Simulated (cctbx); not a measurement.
**Accept or mend?**

Cell a = 6.9390 Å, b = 6.9390 Å, c = 10.0700 Å, α = 90.00°, β = 90.00°, γ = 90.00°; space group I-42m (no. 121).

Simulated single-crystal data (cctbx): Mo Kα, λ = 0.71073 Å, to d = 0.75 Å, 50 % of the full sphere, strongest reflection 70000 counts, noise from counting, a 1.5 % proportional error and a noise floor of 4 counts (s.d.); no absorption.

An anisotropic refinement with weights 1/σ² prints:

```text
Rint 0.014, 340 unique reflections to 0.75 A
cycle     R1     wR2    GooF  max shift (A)
   1  0.1688  0.4099  31.975   0.00924
   2  0.0621  0.1861  14.521   0.00009
final R1 0.0620 wR2 0.1861 GooF 14.521  parameters 17  data/parameter 20.0
atom        x        y        z      Ueq    occ   su(xyz)  su(Uiso or U11)
Bi1    0.50000  0.50000  0.00000   0.0128  1.000  0.00000  0.0009
Sn1    0.00000  0.50000  0.00000   0.0167  1.000  0.00000  0.0018
Ge1    0.67042  0.32958  0.29855  -0.0072  1.000  0.00027  0.0008  NPD
Ru1    0.32977  0.32977  0.42201   0.0138  1.000  0.00031  0.0010
difference map: max 8.62 min -3.07 rms 1.08
Q1    0.1579  0.1579  0.2048    8    8.74  0.13 A from Ge1
Q2    0.1771  0.1771  0.7492    8    3.67  1.57 A from Ge1
Q3    0.1467  0.1467  0.8180    8    2.78  1.07 A from Ru1
Q4    0.0000  0.0000  0.2098    4    2.68  1.67 A from Ge1
Q5    0.1887  0.1887  0.9066    8    2.55  0.24 A from Ru1
Q6    0.0000  0.0000  0.5000    2    2.39  0.00 A from Bi1
```

Q: Accept it or mend it, and why?

Mend it. The fault: wrong element: Ge1 is Sn. Against the right model at the same level, R1 goes from 0.0051 to 0.0620 and GooF from 0.94 to 14.52, U of Ge1 shrinks from 0.0089 to -0.0072 Å², U of Bi1 swells from 0.0089 to 0.0128 Å², U of Ru1 swells from 0.0100 to 0.0138 Å², the top difference peak, 8.7 e/Å³, lies on Ge1 and Ge1 goes non-positive-definite. Ge1 has 18 electrons too few and its U shrinks to make up, as expected.

The compound is Sn6BiRu4. The right model at the same level gives:

```text
Rint 0.014, 340 unique reflections to 0.75 A
cycle     R1     wR2    GooF  max shift (A)
   1  0.0112  0.0308   2.402   0.00065
   2  0.0051  0.0120   0.935   0.00000
final R1 0.0051 wR2 0.0120 GooF 0.935  parameters 17  data/parameter 20.0
atom        x        y        z      Ueq    occ   su(xyz)  su(Uiso or U11)
Bi1    0.50000  0.50000  0.00000   0.0089  1.000  0.00000  0.0001
Sn1    0.00000  0.50000  0.00000   0.0131  1.000  0.00000  0.0001
Sn2    0.67032  0.32968  0.29831   0.0089  1.000  0.00002  0.0001
Ru1    0.32928  0.32928  0.42128   0.0100  1.000  0.00002  0.0001
Flack x: -0.0021(15)
Hooft y: -0.002(3)  Bijvoet pairs: 132
difference map: max 0.22 min -0.24 rms 0.07
Q1    0.9972  0.2587  0.2447   16    0.22  1.42 A from Sn2
Q2    0.9885  0.1902  0.1835   16    0.20  1.28 A from Sn2
Q3    0.0858  0.0858  0.2914    8    0.20  1.23 A from Sn2
Q4    0.0991  0.3375  0.9300   16    0.19  1.26 A from Ru1
Q5    0.0000  0.0000  0.4355    4    0.18  0.65 A from Bi1
Q6    0.0559  0.0559  0.3745    8    0.18  1.38 A from Bi1
```

Isotropic U is held between 0.0001 and 1 Å² by the program, and listed peak heights are interpolated, so they can pass the grid's maximum.

This is a model crystal, built by substitution and not relaxed, with assumed displacement parameters.

[Middle refinement cycles are left out of these outputs.]

[Logs are printed without paths, hosts, clocks, repeated set-up lines and the standing remarks that a program may print on its own settings, such as how far it seeks lower states.]
